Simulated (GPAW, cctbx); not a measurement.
# BaMn3: what bonding does to one electron reflection, worked out

BaMn3, Pm-3m (no. 221), a = 4.3532 Å, b = 4.3532 Å, c = 4.3532 Å, α = 90.00°, β = 90.00°, γ = 90.00°.

```csv
atom,mult.,x,y,z
Ba1,1,0,0,0
Mn1,3,1/2,1/2,0
```

The cell comes from substitution in a known structure type and wasn't matched to any measured phase.

A DFT run (GPAW, PBE, 450 eV, 6×6×6 k-points, Fermi–Dirac width 0.1 eV, spin-polarised) gives the static X-ray structure factor of 011 as 26.667 e for the conventional cell; superposed free atoms give 26.762 e. **Problem.** Find the Fourier component V of the crystal potential and the two-beam extinction distance at 120 kV in both cases.

## 1. Geometry

The cell volume is Ω = 82.49 Å³ and d(011) = 3.0782 Å, so g = 1/d = 0.3249 Å⁻¹.

## 2. The nuclei

Electrons feel nuclei as well as electrons, so the nuclear charges are summed with the same phases.

Phase sums Σ exp(2πi h·x), turned so that the total is real and positive: Ba +1.000, Mn -1.000. Then F_Z = 56 × (+1.000) + 25 × (-1.000) = 31.00 e. The electron term has the same sign for this reflection.

## 3. Mott–Bethe

Poisson's equation, term by term, gives V = (e/4πε₀)(F_Z − F)/(πΩg²), with e/4πε₀ = 14.3996 V Å.

The prefactor is 14.3996 × 3.0782²/(π × 82.49) = 0.52647 V per electron. Free atoms: (31.00 − 26.762) × 0.52647 = 2.231 V. Crystal: (31.00 − 26.667) × 0.52647 = 2.281 V. F changes by -0.35 % and V by +2.2 %: the same 0.09 e is measured against F_Z − F = 4.2 e in place of F = 26.8 e.

## 4. Extinction distance

In the two-beam case ξ = 1/(λU) with U = 2γm₀eV/h², that is ξ = 150.41 V Å²/(γλV).

At 120 kV, λ = 0.03349 Å and γ = 1.2348. Free atoms: ξ = 1630 Å. Crystal: ξ = 1594 Å. The thickness fringes go as sin²(πt/ξ), so the two patterns slip by a quarter of a period when t|1/ξ₁ − 1/ξ₀| = 1/4, at t ≈ 1818 nm, thicker than usual samples. Thermal motion, absorption and many-beam coupling, left out here, change a real pattern.

## 5. Answer

V(011) is 2.28 V against 2.23 V, and ξ is 1594 against 1630 Å. Limits: static atoms, two beams; a ferromagnetic start is the only order tried, and the real ground state may be antiferromagnetic or insulating.

[Outputs are excerpts: Python notices, other lines and further rows are left out; steps that failed or that the build refused (PBEsol, TPSS) are not shown.]

[Logs are printed without paths, hosts, clocks, repeated set-up lines and the standing remarks that a program may print on its own settings, such as how far it seeks lower states.]
